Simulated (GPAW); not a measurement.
Entries from a set of simulations; values are calculated unless marked as measured.

```
! title: A GW chain in GPAW: NaAsF6 (R-3)
! method: DFT, LDA, plane waves, PAW (and 1 further level or step)
! program: GPAW 26.7.0
! settings of one run: cutoff 600 eV, GPAW PAW setups 1.2.1 data release, 2×2×2 k-mesh, nbands 366
! cost: 3 runs, 1.9 min in all on 4 MPI ranks of Arm Neoverse V1, shared host (the runs of this entry)
! notes: The cell and positions are those that the Materials Project relaxed with its own functionals (PBE, PBE+U or r2SCAN), kept fixed. Limits: no spin-orbit coupling. Bands and cutoff are finite, so the gap is not at the basis limit. The miss can reach some tenths of an eV and take either sign; the mesh is an error of its own. The 2×2×2 mesh is coarse for this cell, which bears on the long-range parts of exchange and screening.
! LDA gap: 5.47 eV, indirect
! G0W0 gap on the mesh: 10.87 eV
! GW settings: 2×2×2 mesh, 165 bands, screening to 78 eV, Godby-Needs plasmon pole
! known limits: not at the basis limit; no spin-orbit coupling; coarse k mesh
CELL_PARAMETERS angstrom
2.54832 1.47127 4.70729
-2.54832 1.47127 4.70729
0.00000 -2.94254 4.70729
ATOMIC_POSITIONS crystal
Na 0.50000 0.50000 0.50000
As 0.00000 0.00000 0.00000
F 0.34813 0.07607 0.79001
F 0.79001 0.34813 0.07607
F 0.07607 0.79001 0.34813
F 0.65187 0.92393 0.20999
F 0.20999 0.65187 0.92393
F 0.92393 0.20999 0.65187
```

[Paths, hosts, dates, memory and timing lines, banners, echoed tables and standing remarks are left out of the program output.]

[Logs are printed without paths, hosts, clocks, repeated set-up lines and the standing remarks that a program may print on its own settings, such as how far it seeks lower states.]

[Runs of the session that timed out or met a known fault of the program may be left out.]

[Hosts, paths, dates, database ids (printed as entryN), source tags and the programs' standing remarks are cut or masked in the printed files.]
